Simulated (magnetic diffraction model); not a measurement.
**Solving a magnetic structure from powder neutron data: ScZn8Co4**

Space group I4/mmm (no. 139), a = 8.3550 Å, c = 4.7230 Å.

```
site  atom       x       y    z
  8j    Zn       0  0.2134  1/2
  8i    Zn  0.8373     1/2  1/2
  8f    Co     3/4     3/4  1/4
  2a    Sc       0       0    0
```

The compound is invented for this exercise: a known structure type with other elements, its cell scaled to their sizes and not relaxed.

Only Co is taken to order (form factors of Co2+); orders and moment sizes are assumed, and not adapted to the symmetry. Radiation: neutrons of λ = 1.594 Å, 8° to 60°; isotropic B of 0.23 Å² (Zn), 0.28 Å² (Co) and 0.29 Å² (Sc). Simulated constant-wavelength pattern: nuclear and magnetic terms add, the magnetic one as |2.695 fm × Σ f S⊥ exp(2πi Q·r) exp(−B s²)|², summed over all Q at one angle with the factor 1/(sin²θ cos θ). For collinear order S is the moment m, which repeats by lattice and centring translations R with the sign exp(−2πi k·R). Free-ion form factors, Sears's scattering lengths of 1992, no absorption; a label names one of the reflections at its angle. The strongest nuclear line in the range is 100, and lines under 0.2 are left out.

Above the ordering temperature:

```
2θ (°)    index      I
 15.51  (1 1 0)    4.7
 22.00  (2 0 0)    7.1
 22.35  (1 0 1)    2.1
 31.31  (2 2 0)    2.8
 31.56  (2 1 1)   11.5
 35.11  (3 1 0)   10.4
 38.81  (3 0 1)   48.6
 39.45  (0 0 2)   28.3
 42.63  (1 1 2)    1.3
 44.86  (4 0 0)   40.1
 45.05  (3 2 1)  100.0
 45.62  (2 0 2)   33.3
 47.75  (3 3 0)    7.3
 50.51  (4 2 0)    5.2
 50.68  (4 1 1)    6.1
 51.20  (2 2 2)   25.2
 53.83  (3 1 2)    9.7
 58.21  (5 1 0)    5.5
```

Below it (cell unchanged):

```csv
2θ (°),I
11.12,18.6
15.51,4.7
15.63,14.0
19.12,4.0
22.00,7.1
22.09,5.4
22.35,2.1
24.71,4.0
29.31,3.6
29.85,2.0
31.31,2.8
31.37,2.0
31.56,11.5
31.89,3.2
33.81,1.3
35.11,10.4
35.17,1.4
35.64,2.1
36.94,1.2
37.39,1.7
38.65,1.0
38.81,48.6
39.45,28.3
40.29,0.5
40.70,1.9
41.87,0.8
42.28,1.1
42.63,1.3
44.86,40.1
44.91,0.6
45.05,100.0
45.29,0.8
45.62,33.3
46.37,1.1
46.74,0.7
47.75,7.3
```
(The table stops after 36 lines; 23 more lie at higher angle.)

**Question.** Check that the new lines index with k = (1/2 0 1/2), then choose among these models:
A. collinear moments along [110], 2.32 μB on Co; signs + at (3/4, 3/4, 1/4), − at (3/4, 3/4, 3/4), − at (1/4, 3/4, 3/4), + at (1/4, 3/4, 1/4)
B. collinear moments along [101], 2.32 μB on Co; signs + at (3/4, 3/4, 1/4), + at (3/4, 3/4, 3/4), − at (1/4, 3/4, 3/4), − at (1/4, 3/4, 1/4)
C. collinear moments along [110], 2.32 μB on Co; signs + at (3/4, 3/4, 1/4), + at (3/4, 3/4, 3/4), − at (1/4, 3/4, 3/4), − at (1/4, 3/4, 1/4)
D. collinear moments along [101], 2.32 μB on Co; signs + at (3/4, 3/4, 1/4), − at (3/4, 3/4, 3/4), − at (1/4, 3/4, 3/4), + at (1/4, 3/4, 1/4)

The new lines index as (1/2 0 1/2) at 11.12°, (1/2 1 -1/2) at 15.63°, (3/2 0 -1/2) at 19.12° and (3/2 1 1/2) at 22.09°, that is as H ± k with k = (1/2 0 1/2), one of 4 inequivalent arms of its star (k and −k counted as one), which a powder can't tell apart. Half indices mean that the moments reverse under translations with k·R a half-integer, and the magnetic cell has twice the primitive volume.

Magnetic intensity, observed (below minus above) and for each model:

| 2θ (°) | index | observed | A | B | C | D |
| --- | --- | --- | --- | --- | --- | --- |
| 11.12 | (1/2 0 1/2) | 18.6 | 18.6 | 5.6 | 18.6 | 5.6 |
| 15.63 | (1/2 1 -1/2) | 14.0 | 14.0 | 20.2 | 14.0 | 20.2 |
| 22.09 | (3/2 1 1/2) | 5.4 | 5.4 | 2.2 | 5.4 | 2.2 |
| 24.71 | (1/2 2 1/2) | 4.0 | 4.0 | 5.8 | 4.0 | 5.8 |
| 31.89 | (1/2 1 3/2) | 3.2 | 3.2 | 2.2 | 3.2 | 2.2 |
| 33.81 | (3/2 0 3/2) | 1.3 | 1.3 | 0.4 | 1.3 | 0.4 |
| 35.17 | (1/2 3 -1/2) | 1.4 | 1.4 | 2.6 | 1.4 | 2.6 |
| 42.28 | (5/2 1 3/2) | 1.1 | 1.1 | 0.2 | 1.1 | 0.2 |

Models A and C match alike on every line, so these data can't choose among them (such ties are often domains of one structure).

The structure used: k = (1/2 0 1/2), collinear moments along [110], 2.32 μB on Co; signs + at (3/4, 3/4, 1/4), + at (3/4, 3/4, 3/4), − at (1/4, 3/4, 3/4), − at (1/4, 3/4, 1/4).

[Logs are printed without paths, hosts, clocks, repeated set-up lines and the standing remarks that a program may print on its own settings, such as how far it seeks lower states.]
